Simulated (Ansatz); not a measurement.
# Decaying states in the gap of LiMgGaN2, part 2 of 3

A new crystal, LiMgGaN2: structure, gap and complex bands. It is built by putting Ga for B in the LiMgBN2 structure of space group I-4m2, with the volume rescaled by atomic radii. The parent structure comes from the Materials Project.

Ansatz 0.2.0; PBE DFT, plane waves, PAW files (the session's first sound run).

So far. Step 2 (Cell and atoms at rest): The largest force component on a free atom ends at 6.9e-4 eV/Å.

The structure was built from a prototype and need not be the compound's stable phase.

## (3) The bulk crystal and its band edges

The energy window and the wavevectors of the next steps follow from the band edges, so these are searched first, off the mesh as well.

The input, input.yaml:

```yaml
crystal:
  lattice:
    - [-1.9153598636, 1.9153598636, 5.2804224404]
    - [1.9153598636, -1.9153598636, 5.2804224404]
    - [1.9153598636, 1.9153598636, -5.2804224404]
  atoms:
    - { symbol: Li, position: [0.25, 0.75, 0.5] }
    - { symbol: Mg, position: [0.75, 0.25, 0.5] }
    - { symbol: Ga, position: [0.5, 0.5, 0.0] }
    - { symbol: "N", position: [0.6668347991, 0.6668347991, 0.0] }
    - { symbol: "N", position: [0.3331652009, 0.3331652009, 0.0] }
kpoints:
  mp_grid: { grid: [8, 8, 8] }
  band_path: { path: [VBM, CBM], npoints: 30 }
scf:
  occupations: { method: fixed }
hamiltonian:
  xc: pbe
output:
  eigenvalues: true
  write_potential: true
  write_density: true
  volumetric_format: npy
  elf: true
```

On the command line:

```bash
> ansatz run input.yaml --threads 2 --pin off --max-ram 4096MiB --backend cpu --events-out ev --progress --plain --runs-dir out
```

Numbers of over 12 decimals in the logs are rounded to 6 here.

Output:

```text
[...]
Crystal: 5 atoms, lattice volume = 77.487 Å³
Basis set: ecut = 420 eV, 1533 PW (Γ)
Bands: 23, of which v1, the nominal top of the filled ones, is band 18 counted from 1 (17 counted from 0)
Symmetry: 8 space group operations
[...]
k-points: 59 of 512 (time reversal used)
[...]
SCF iter   1: F=—  HF=-6681.587314 eV  |F-HF|=—  |Δ(HF+E_count)|=         —  Δρ=3.24e-3  dr2=1.31e-2  ethr=1.77e-3  ⟨swp⟩=5.0  Hψ=5588  notcnv=0  defer=160
[...]
SCF iter   7: F=-6681.584358 eV  HF=-6681.584358 eV  |F-HF|=2.01e-9  |Δ(HF+E_count)|=   2.51e-8  Δρ=5.13e-6  dr2=1.06e-8  ethr=2.10e-10  ⟨swp⟩=4.0  Hψ=4147  notcnv=0
SCF 1 converged in 7 iterations: F = -6681.584358 eV  dr2 = 1.06e-8
[...]
NSCF: frozen V_eff on 30 k-points
[...]
SCF converged after 7 iterations
Free energy (F): -6681.584358 eV
[...]
Internal energy: -6681.584358 eV  (E = F + TS)
E sigma→0 (E₀):  -6681.584358 eV
Fermi energy:    3.989687 eV
[...]
--- Band table (eV; the first three rows and the last of 59) ---
  k-point 0: bands = [... 14 lower, 2.5541, 2.5541, 3.2417, 3.2417, 5.1811, 9.3301, 10.6932, 10.6932, ... 1 higher]
  k-point 1: bands = [... 14 lower, 2.2517, 2.7830, 2.8533, 3.2107, 5.8488, 9.4747, 9.7792, 10.1690, ... 1 higher]
  k-point 2: bands = [... 14 lower, 1.5343, 2.4210, 2.5346, 3.4602, 6.5185, 8.6723, 9.6325, 10.7378, ... 1 higher]
  k-point 58: bands = [... 14 lower, 2.0422, 2.0422, 3.9897, 3.9897, 7.0516, 8.6217, 9.5155, 10.3869, ... 1 higher]
```

It took 12 s on 2 threads of Arm Neoverse V2, shared host; peak memory 0.41 GiB; 23 s of CPU time.

The column dr2 measures how far the density is from self-consistency, as an energy; F and HF (Harris–Foulkes) agree once it is small.

This step gave:

* free energy: -6681.5844 eV
* Fermi energy: 3.990 eV
* gap on the k-mesh: 1.191 eV
* gap on path: 1.191 eV, by band count; negative where bands overlap
* direct gap on path: 1.939 eV
* edge places on path: 0, 2.395 1/A along the path

The electronic bands at the labelled points (eV, zero at the Fermi level (highest filled level under fixed occupations); v1 is the highest filled band, c1 the lowest empty one):

```
  point     v4     v3     v2     v1    c1    c2    c3    c4
    VBM  -1.95  -1.95   0.00   0.00  3.06  4.63  5.53  6.40
halfway  -2.38  -2.27  -1.18  -0.98  3.81  3.81  4.54  4.63
    CBM  -1.44  -1.44  -0.75  -0.75  1.19  5.34  6.70  6.70
```

ELF in the ab plane of the cell as run, not the conventional one, at fractional z = 0.000, with atoms of Ga and N within 0.2 Å of it. It is the smooth field of the valence electrons, not physical close to the nuclei.

Ten even steps from '0' (0.01) to '9' (0.84), each cell a mean:
```
0000012332100000
0000135787520000
0001235899973100
0012334799897300
0123323487369720
1344322258438951
1566431015879972
1589852021589983
1599985100247873
1389647521234552
0169724853223331
0037976984333210
0013799996432100
0001368986421000
0000013555310000
0000001111100000
```
Columns run along a (5.9 Å), rows up along b (5.9 Å). Atoms in or near the plane, at fractional coordinates: Ga at (0.50, 0.50), N at (0.67, 0.67), N at (0.33, 0.33).

Valence density in the ab plane of the cell as run, not the conventional one, at fractional z = 0.000, with atoms of Ga and N within 0.2 Å of it. It is the smooth field of the valence electrons, not physical close to the nuclei.

Values in e/Å³, 16 rows by 16 columns, each cell a mean:
```
 0  0  0  0  0  0  0  0  0  0  0  0  0  0  0  0
 0  0  0  0  0  0  0  0  0  0  0  0  0  0  0  0
 0  0  0  0  0  0  0  0  1  1  1  0  0  0  0  0
 0  0  0  0  0  0  0  0  1  2  2  1  0  0  0  0
 0  0  0  0  0  0  0  0  1  2  3  3  1  0  0  0
 0  0  0  0  0  0  1  1  1  2  3  3  2  1  0  0
 0  0  0  0  0  1  3 12  6  1  2  2  2  1  0  0
 0  0  0  1  1  1  3 25 35  6  1  1  1  1  0  0
 0  0  1  1  2  1  1  6 25 12  1  0  0  0  0  0
 0  0  0  1  3  3  2  1  3  3  1  0  0  0  0  0
 0  0  0  1  3  3  3  1  1  1  0  0  0  0  0  0
 0  0  0  0  1  3  3  2  1  0  0  0  0  0  0  0
 0  0  0  0  0  1  1  1  1  0  0  0  0  0  0  0
 0  0  0  0  0  0  0  1  0  0  0  0  0  0  0  0
 0  0  0  0  0  0  0  0  0  0  0  0  0  0  0  0
 0  0  0  0  0  0  0  0  0  0  0  0  0  0  0  0
```
Columns run along a (5.9 Å), rows up along b (5.9 Å). Atoms in or near the plane, at fractional coordinates: Ga at (0.50, 0.50), N at (0.67, 0.67), N at (0.33, 0.33).

Electrostatic potential energy in the ab plane of the cell as run, not the conventional one, at fractional z = 0.000, with atoms of Ga and N within 0.2 Å of it. With pseudopotentials it is smooth inside the atoms' cores, unlike the true potential.

Ten even steps from '0' (-48 eV) to '9' (8 eV), each cell a mean:
```
9999999999999999
9999999999999999
9999999998999999
9999999983379999
9999887882017999
9999865564003999
9999965556423899
9999975555688999
9997566555589999
9996004655579999
9998200676689999
9999720599889999
9999986799999999
9999999999999999
9999999999999999
9999999999999999
```
Columns run along a (5.9 Å; values clipped at the 3rd and 97th percentile), rows up along b (5.9 Å). Atoms in or near the plane, at fractional coordinates: Ga at (0.50, 0.50), N at (0.67, 0.67), N at (0.33, 0.33).

The searched edges give 1.19 eV, as on the mesh.

## (4) Decaying states in the gap, plane (110), k-mesh 8×8×8

This step: PBE DFT, plane waves, PAW files; complex bands by layer matching along the plane's normal (Ansatz 0.2.0).

The same crystal is laid in a cell whose first two vectors span the (110) plane (indices of the standard conventional cell, whose axes can be ordered otherwise than in the bulk input). At fixed energy and wavevector in the plane the solver finds all kz, real and complex. A few wavevectors are listed, (0, 0), (-0.5, -0.5) and (0.5, 0) in units of the plane's reciprocal vectors; the slowest state needn't be among them.

The input, input.yaml:

```yaml
crystal:
  lattice:
    - [5.934649776, 0.0, 0.0]
    - [3.461982612, 4.820243184, 0.0]
    - [1.236333582, -2.410121592, 2.708727896]
  atoms:
    - { symbol: Li, position: [0.75, 0.75, 0.5] }
    - { symbol: Mg, position: [0.25, 0.25, 0.5] }
    - { symbol: Ga, position: [0.5, 0.5, 0.0] }
    - { symbol: "N", position: [0.6668347991, 0.6668347991, 0.0] }
    - { symbol: "N", position: [0.3331652009, 0.3331652009, 0.0] }
kpoints:
  mp_grid: { grid: [8, 8, 8] }
scf:
  occupations: { method: fixed }
hamiltonian:
  xc: pbe
output:
  eigenvalues: true
  transmission:
    leads: [[0, 0]]
    kpoints: [[0.0, 0.0], [-0.5, -0.5], [0.5, 0.0]]
    e_range: [-1.0, 2.19]
    de: 0.08
```

Output:

```text
[...]
Crystal: 5 atoms, lattice volume = 77.487 Å³
Basis set: ecut = 420 eV, 1533 PW (Γ)
Bands: 23, of which v1, the nominal top of the filled ones, is band 18 counted from 1 (17 counted from 0)
Symmetry: 8 space group operations
[...]
k-points: 59 of 512 (time reversal used)
[...]
SCF iter   1: F=—  HF=-6681.587304 eV  |F-HF|=—  |Δ(HF+E_count)|=         —  Δρ=3.24e-3  dr2=1.31e-2  ethr=1.77e-3  ⟨swp⟩=5.0  Hψ=5589  notcnv=0  defer=160
[...]
SCF iter   7: F=-6681.584343 eV  HF=-6681.584343 eV  |F-HF|=1.76e-9  |Δ(HF+E_count)|=   2.42e-8  Δρ=5.11e-6  dr2=1.06e-8  ethr=2.06e-10  ⟨swp⟩=4.0  Hψ=4153  notcnv=0
SCF 1 converged in 7 iterations: F = -6681.584343 eV  dr2 = 1.06e-8
[...]
transmission: 4 of 12 steps passed
transmission: 8 of 12 steps passed
transmission: 12 of 12 steps passed
SCF converged after 7 iterations
Free energy (F): -6681.584343 eV
[...]
Internal energy: -6681.584343 eV  (E = F + TS)
E sigma→0 (E₀):  -6681.584343 eV
Fermi energy:    3.989683 eV
[...]
--- Band table (eV; the first three rows and the last of 59) ---
  k-point 0: bands = [... 14 lower, 2.5541, 2.5541, 3.2417, 3.2417, 5.1811, 9.3301, 10.6932, 10.6932, ... 1 higher]
  k-point 1: bands = [... 14 lower, 2.2517, 2.7830, 2.8533, 3.2107, 5.8488, 9.4747, 9.7792, 10.1690, ... 1 higher]
  k-point 2: bands = [... 14 lower, 1.5343, 2.4210, 2.5346, 3.4602, 6.5185, 8.6723, 9.6325, 10.7378, ... 1 higher]
  k-point 58: bands = [... 14 lower, 2.0422, 2.0422, 3.9897, 3.9897, 7.0516, 8.6217, 9.5155, 10.3869, ... 1 higher]
--- Transmission ---
  basis      : 249 plane waves across, 4 finite elements along
  points     : 3, as listed
  energies   : 40 from -1.000000 to 2.120000 eV about the Fermi level, 0.080000 eV apart; the leads are filled to 0.595700 eV, and channels, transmission and decay are at 0.600000 eV
  crystal 0  : N2Ga1Li1Mg1, at the sites [0, 0], period 2.7087 Å: whole cells are its period
    offset         : up to 0.0000 Å between an atom of the period and one for which it stands
    channels       : 0.000000e0 a spin
    conductance    : none, the energies end too early or step too widely for 300 K: set another output.transmission.e_range or a lower de, or, where they end at an eighth of basis.ecutwfc, a higher one
    slowest decay  : 0.1846 /Å at (0.0000, 0.0000)
```

The job ended after 43 s (2 threads; peak memory 0.67 GiB).

Numbers from this step:

* free energy: -6681.5843 eV
* level to which the leads are filled: 0.5957 eV from the Fermi level
* decay constant at the filling level, zone centre: 0.1846 Å⁻¹
* decay constant at the filling level, slowest listed point: 0.1846 Å⁻¹

K parallel (0, 0); values up to 1.5 1/Å, a degenerate pair printed once or twice; energies at which all values exceed this have no row. Table of Im kz of the slowest decaying states by energy, zero at the highest filled level on the SCF mesh:

| energy (eV) | decay 1 (Å⁻¹) | decay 2 (Å⁻¹) | decay 3 (Å⁻¹) | decay 4 (Å⁻¹) |
| --- | --- | --- | --- | --- |
| -1.00 | 0.111 | 0.403 | 0.438 | 0.637 |
| -0.84 | 0.0894 | 0.358 | 0.512 | 0.633 |
| -0.68 | 0.0814 | 0.191 | 0.261 | 0.571 |
| -0.52 | 0.138 | 0.322 | 0.618 | 0.623 |
| -0.36 | 0.169 | 0.276 | 0.401 | 0.617 |
| -0.20 | 0.187 | 0.383 | 0.462 | 0.610 |
| -0.04 | 0.198 | 0.455 | 0.511 | 0.602 |
| 0.12 | 0.202 | 0.510 | 0.553 | 0.593 |
| 0.28 | 0.202 | 0.554 | 0.584 | 0.590 |
| 0.44 | 0.196 | 0.573 | 0.591 | 0.624 |
| 0.60 | 0.185 | 0.562 | 0.621 | 0.654 |
| 0.68 | 0.177 | 0.556 | 0.634 | 0.669 |
| 0.84 | 0.154 | 0.544 | 0.657 | 0.697 |
| 1.00 | 0.120 | 0.530 | 0.677 | 0.723 |
| 1.16 | 0.0506 | 0.515 | 0.693 | 0.749 |
| 1.32 | 0.499 | 0.706 | 0.775 | 0.801 |
| 1.48 | 0.481 | 0.717 | 0.787 | 0.801 |
| 1.64 | 0.462 | 0.726 | 0.775 | 0.828 |
| 1.80 | 0.441 | 0.733 | 0.763 | 0.856 |
| 1.96 | 0.417 | 0.738 | 0.751 | 0.871 |
| 2.12 | 0.390 | 0.740 | 0.742 | 0.875 |

K parallel (0, 0). The Re kz of states that move upwards by energy, zero at the highest filled level on the SCF mesh:

| energy (eV) | channel 1 (Å⁻¹) | channel 2 (Å⁻¹) | channel 3 (Å⁻¹) |
| --- | --- | --- | --- |
| -1.00 | -0.183 | - | - |
| -0.92 | -0.145 | - | - |
| -0.84 | -0.101 | - | - |
| -0.76 | -0.0880 | -0.0343 | 0.318 |
| -0.68 | 0.400 | - | - |
| -0.60 | 0.481 | - | - |
| -0.52 | -0.890 | 0.601 | - |
| -0.44 | - | - | - |
| -0.36 | - | - | - |
| -0.28 | - | - | - |
| -0.12 | - | - | - |
| -0.04 | - | - | - |
| 0.04 | - | - | - |
| 0.12 | - | - | - |
| 0.20 | - | - | - |
| 0.28 | - | - | - |
| 0.36 | - | - | - |
| 0.44 | - | - | - |
| 0.52 | - | - | - |
| 0.60 | - | - | - |
| 0.68 | - | - | - |
| 0.76 | - | - | - |
| 0.84 | - | - | - |
| 0.92 | - | - | - |
| 1.00 | - | - | - |
| 1.08 | - | - | - |
| 1.16 | - | - | - |
| 1.24 | 0.0651 | - | - |
| 1.40 | 0.141 | - | - |
| 1.48 | 0.170 | - | - |
| 1.56 | 0.196 | - | - |
| 1.64 | 0.222 | - | - |
| 1.72 | 0.247 | - | - |
| 1.80 | 0.272 | - | - |
| 1.88 | 0.297 | - | - |
| 1.96 | 0.322 | - | - |
| 2.04 | 0.349 | - | - |
| 2.12 | 0.376 | - | - |

K parallel (-0.5, -0.5); values up to 1.5 1/Å, a degenerate pair printed once or twice; energies at which all values exceed this have no row. Im kz of the slowest decaying states against energy, zero at the highest filled level on the SCF mesh:

| energy (eV) | decay 1 (Å⁻¹) | decay 2 (Å⁻¹) | decay 3 (Å⁻¹) | decay 4 (Å⁻¹) |
| --- | --- | --- | --- | --- |
| -1.00 | 0.434 | 0.560 | 0.634 | 0.868 |
| -0.76 | 0.412 | 0.470 | 0.606 | 0.652 |
| -0.52 | 0.492 | 0.642 | 0.644 | 0.877 |
| -0.36 | 0.501 | 0.633 | 0.666 | 0.880 |
| -0.12 | 0.510 | 0.620 | 0.696 | 0.884 |
| -0.04 | 0.511 | 0.616 | 0.705 | 0.885 |
| 0.12 | 0.163 | 0.314 | 0.514 | 0.606 |
| 0.36 | 0.265 | 0.507 | 0.513 | 0.592 |
| 0.60 | 0.323 | 0.508 | 0.576 | 0.620 |
| 0.76 | 0.350 | 0.501 | 0.566 | 0.676 |
| 1.00 | 0.379 | 0.487 | 0.549 | 0.742 |
| 1.24 | 0.398 | 0.468 | 0.531 | 0.792 |
| 1.48 | 0.410 | 0.443 | 0.512 | 0.819 |
| 1.64 | 0.415 | 0.423 | 0.498 | 0.827 |
| 1.88 | 0.387 | 0.419 | 0.476 | 0.814 |
| 2.12 | 0.340 | 0.418 | 0.451 | 0.748 |

K parallel (0.5, 0); values up to 1.5 1/Å, a degenerate pair printed once or twice; energies at which all values exceed this have no row. Table of Im kz of the slowest decaying states by energy, zero at the highest filled level on the SCF mesh:

| energy (eV) | decay 1 (Å⁻¹) | decay 2 (Å⁻¹) | decay 3 (Å⁻¹) | decay 4 (Å⁻¹) |
| --- | --- | --- | --- | --- |
| -1.00 | 0.299 | 0.303 | 1.34 | 1.41 |
| -0.84 | 0.246 | 0.309 | 0.335 | 1.33 |
| -0.76 | 0.208 | 0.307 | 0.389 | 1.34 |
| -0.60 | 0.233 | 0.473 | 1.31 | 1.46 |
| -0.52 | 0.268 | 0.505 | 1.29 | 1.45 |
| -0.36 | 0.397 | 0.557 | 1.26 | 1.45 |
| -0.28 | 0.439 | 0.578 | 1.24 | 1.44 |
| -0.12 | 0.510 | 0.609 | 1.21 | 1.44 |
| -0.04 | 0.543 | 0.619 | 1.19 | 1.43 |
| 0.12 | 0.604 | 0.628 | 1.15 | 1.43 |
| 0.28 | 0.624 | 0.660 | 1.12 | 1.42 |
| 0.36 | 0.619 | 0.624 | 0.744 | 1.10 |
| 0.52 | 0.585 | 0.603 | 0.862 | 1.08 |
| 0.60 | 0.576 | 0.595 | 0.900 | 1.07 |
| 0.76 | 0.565 | 0.577 | 0.953 | 1.07 |
| 0.84 | 0.560 | 0.569 | 0.972 | 1.06 |
| 1.00 | 0.551 | 0.552 | 0.997 | 1.06 |
| 1.16 | 0.533 | 0.543 | 1.01 | 1.06 |
| 1.24 | 0.524 | 0.538 | 1.01 | 1.06 |
| 1.40 | 0.504 | 0.527 | 1.01 | 1.07 |
| 1.48 | 0.494 | 0.521 | 1.01 | 1.07 |
| 1.64 | 0.472 | 0.507 | 0.993 | 1.08 |
| 1.72 | 0.460 | 0.499 | 0.985 | 1.08 |
| 1.88 | 0.433 | 0.481 | 0.965 | 1.09 |
| 1.96 | 0.418 | 0.471 | 0.954 | 1.10 |
| 2.12 | 0.383 | 0.448 | 0.931 | 1.10 |

At the listed wavevectors the last open channel is at -0.04 eV and the next at +1.24 eV on the grid. At +0.60 eV, the grid energy nearest the filling level (the middle of the gap on the SCF mesh), the slowest state at the listed wavevectors decays with κ = 0.185 Å⁻¹, its amplitude falling by e over 5.4 Å. Through 1 nm of this crystal that state's transmission falls by exp(−2 × 0.185 Å⁻¹ × 10 Å) = 0.025.

## (5) Decaying states in the gap, plane (100), k-mesh 12×12×12

The same for the (100) plane, at (0, 0) and (0.5, 0), to see how the decay depends on direction.

The input, input.yaml:

```yaml
crystal:
  lattice:
    - [3.830719727, 0.0, 0.0]
    - [0.0, 10.560844881, 0.0]
    - [1.915359864, 5.28042244, 1.915359864]
  atoms:
    - { symbol: Li, position: [0.5, 0.75, 0.0] }
    - { symbol: Mg, position: [0.5, 0.25, 0.0] }
    - { symbol: Ga, position: [0.0, 0.5, 0.0] }
    - { symbol: "N", position: [0.0, 0.6668347991, 0.0] }
    - { symbol: "N", position: [0.0, 0.3331652009, 0.0] }
kpoints:
  mp_grid: { grid: [12, 12, 12] }
scf:
  occupations: { method: fixed }
hamiltonian:
  xc: pbe
output:
  eigenvalues: true
  transmission:
    leads: [[0, 0]]
    kpoints: [[0.0, 0.0], [0.5, 0.0]]
    e_range: [-1.0, 2.19]
    de: 0.06
```

Output:

```text
basis.fft_grid_basis auto: the FFT boxes are laid along the combinations [[1, 0, 0], [1, 1, -2], [0, 0, 1]] of the cell's own vectors, 3.831, 3.831 and 5.935 Å long. The dense box has 27×30×40 points. Along the cell's own vectors, as sized, it would have 27×72×40, 2.40 times as many. basis.fft_grid_basis: typed keeps the cell's own vectors: state it where this run's energies or levels are differenced outside the engine with another run's, or held beside a run that keeps those vectors.
[...]
Crystal: 5 atoms, lattice volume = 77.487 Å³
Basis set: ecut = 420 eV, 1533 PW (Γ), FFT grids on a1, a1+a2−2a3, a3
Bands: 23, of which v1, the nominal top of the filled ones, is band 18 counted from 1 (17 counted from 0)
Symmetry: 8 space group operations
[...]
k-points: 163 of 1728 (time reversal used)
[...]
SCF iter   1: F=—  HF=-6681.587225 eV  |F-HF|=—  |Δ(HF+E_count)|=         —  Δρ=3.24e-3  dr2=1.31e-2  ethr=1.77e-3  ⟨swp⟩=5.0  Hψ=15462  notcnv=0  defer=460
[...]
SCF iter   7: F=-6681.584266 eV  HF=-6681.584266 eV  |F-HF|=1.72e-9  |Δ(HF+E_count)|=   2.40e-8  Δρ=5.10e-6  dr2=1.06e-8  ethr=2.07e-10  ⟨swp⟩=4.0  Hψ=11554  notcnv=0
SCF 1 converged in 7 iterations: F = -6681.584266 eV  dr2 = 1.06e-8
[...]
transmission: 3 of 6 steps passed
transmission: 6 of 6 steps passed
SCF converged after 7 iterations
Free energy (F): -6681.584266 eV
[...]
Internal energy: -6681.584266 eV  (E = F + TS)
E sigma→0 (E₀):  -6681.584266 eV
Fermi energy:    3.989639 eV
[...]
--- Band table (eV; the first three rows and the last of 163) ---
  k-point 0: bands = [... 14 lower, 2.5540, 2.5540, 3.2417, 3.2417, 5.1811, 9.3301, 10.6932, 10.6932, ... 1 higher]
  k-point 1: bands = [... 14 lower, 2.4169, 2.6494, 2.9895, 3.2217, 5.8022, 9.2325, 9.6876, 10.7423, ... 1 higher]
  k-point 2: bands = [... 14 lower, 1.6448, 2.8437, 3.1078, 3.1860, 6.7350, 7.8148, 10.4401, 10.9013, ... 1 higher]
  k-point 162: bands = [... 14 lower, 1.6096, 1.7173, 2.8135, 3.0100, 7.8008, 7.8035, 8.5254, 8.6178, ... 1 higher]
--- Transmission ---
  basis      : 359 plane waves across, 3 finite elements along
  points     : 2, as listed
[...]
crystal 0  : Mg1Ga1N2Li1, at the sites [0, 0], period 1.9154 Å: whole cells are its period
[...]
channels       : 0.000000e0 a spin
[...]
slowest decay  : 0.1797 /Å at (0.0000, 0.0000)
```

Wall time 1.7 min (2 threads); peak memory 1.1 GiB.

Numbers from this step:

```
decay constant at the filling level, zone centre          : 0.1797 Å⁻¹
decay constant at the filling level, slowest listed point : 0.1797 Å⁻¹
```

K parallel (0, 0); values up to 1.5 1/Å, a degenerate pair printed once or twice; energies at which all values exceed this have no row. Table of Im kz of the slowest decaying states by energy, zero at the highest filled level on the SCF mesh:

```csv
energy (eV),decay 1 (Å⁻¹),decay 2 (Å⁻¹),decay 3 (Å⁻¹),decay 4 (Å⁻¹)
-1.00,0.155,0.337,0.676,0.698
-0.82,0.0790,0.267,0.660,0.673
-0.70,0.0647,0.381,0.457,0.650
-0.52,0.130,0.471,0.595,0.635
-0.34,0.162,0.530,0.619,0.661
-0.22,0.176,0.560,0.609,0.692
-0.04,0.189,0.594,0.596,0.727
0.02,0.0674,0.160,0.192,0.589
0.14,0.168,0.195,0.432,0.578
0.26,0.196,0.220,0.567,0.642
0.44,0.191,0.272,0.549,0.662
0.56,0.184,0.297,0.537,0.674
0.74,0.167,0.326,0.518,0.690
0.92,0.138,0.348,0.496,0.703
1.04,0.107,0.360,0.481,0.710
1.22,0.373,0.456,0.720,0.720
1.40,0.383,0.429,0.716,0.728
1.52,0.388,0.409,0.713,0.733
1.70,0.375,0.394,0.708,0.738
1.88,0.335,0.397,0.702,0.743
2.00,0.305,0.397,0.697,0.746
2.18,0.248,0.397,0.690,0.750
```

K parallel (0, 0). Table of Re kz of states that move upwards by energy, zero at the highest filled level on the SCF mesh:

| energy (eV) | channel 1 (Å⁻¹) | channel 2 (Å⁻¹) | channel 3 (Å⁻¹) | channel 4 (Å⁻¹) |
| --- | --- | --- | --- | --- |
| -1.00 | -0.203 | 0.275 | - | - |
| -0.88 | -0.119 | 0.562 | - | - |
| -0.76 | -0.210 | -0.0321 | 0.647 | 1.02 |
| -0.64 | 0.768 | 1.14 | - | - |
| -0.52 | 0.868 | 1.22 | - | - |
| -0.34 | 1.02 | 1.33 | - | - |
| -0.22 | 1.14 | 1.40 | - | - |
| -0.10 | 1.30 | 1.49 | - | - |
| 0.02 | - | - | - | - |
| 0.14 | - | - | - | - |
| 0.26 | - | - | - | - |
| 0.38 | - | - | - | - |
| 0.50 | - | - | - | - |
| 0.68 | - | - | - | - |
| 0.80 | - | - | - | - |
| 0.92 | - | - | - | - |
| 1.04 | - | - | - | - |
| 1.16 | - | - | - | - |
| 1.28 | 0.0889 | - | - | - |
| 1.40 | 0.141 | - | - | - |
| 1.52 | 0.184 | - | - | - |
| 1.70 | 0.240 | - | - | - |
| 1.82 | 0.276 | - | - | - |
| 1.94 | 0.311 | - | - | - |
| 2.06 | 0.345 | - | - | - |
| 2.18 | 0.380 | - | - | - |

K parallel (0.5, 0); values up to 1.5 1/Å, a degenerate pair printed once or twice; energies at which all values exceed this have no row. Im kz of the slowest decaying states against energy, zero at the highest filled level on the SCF mesh:

```csv
energy (eV),decay 1 (Å⁻¹),decay 2 (Å⁻¹),decay 3 (Å⁻¹),decay 4 (Å⁻¹)
-1.000,0.229,0.435,0.617,1.32
-0.820,0.0651,0.287,0.372,0.618
-0.580,0.0169,0.0412,0.342,0.617
-0.400,0.228,0.369,0.614,1.24
-0.220,0.385,0.389,0.611,1.22
0.020,0.407,0.504,0.604,1.18
0.200,0.417,0.573,0.597,1.16
0.380,0.424,0.589,0.635,1.12
0.620,0.430,0.575,0.726,1.02
0.800,0.432,0.564,0.800,0.855
0.980,0.432,0.551,0.711,0.913
1.220,0.428,0.531,0.677,0.941
1.400,0.422,0.515,0.663,0.953
1.580,0.412,0.497,0.652,0.961
1.820,0.392,0.469,0.639,0.962
2.000,0.370,0.446,0.629,0.939
```

At the listed wavevectors the last open channel is at -0.04 eV and the next at +1.22 eV on the grid. At +0.62 eV, the grid energy nearest the filling level (the middle of the gap on the SCF mesh), the slowest state at the listed wavevectors decays with κ = 0.180 Å⁻¹, its amplitude falling by e over 5.6 Å; the first such run, plane (110), gave 0.185 Å⁻¹.

[end of part 2 of 3]

[Logs are printed without paths, hosts, clocks, repeated set-up lines and the standing remarks that a program may print on its own settings, such as how far it seeks lower states.]

[Hosts, paths, dates, database ids (printed as entryN), source tags and the programs' standing remarks are cut or masked in the printed files.]
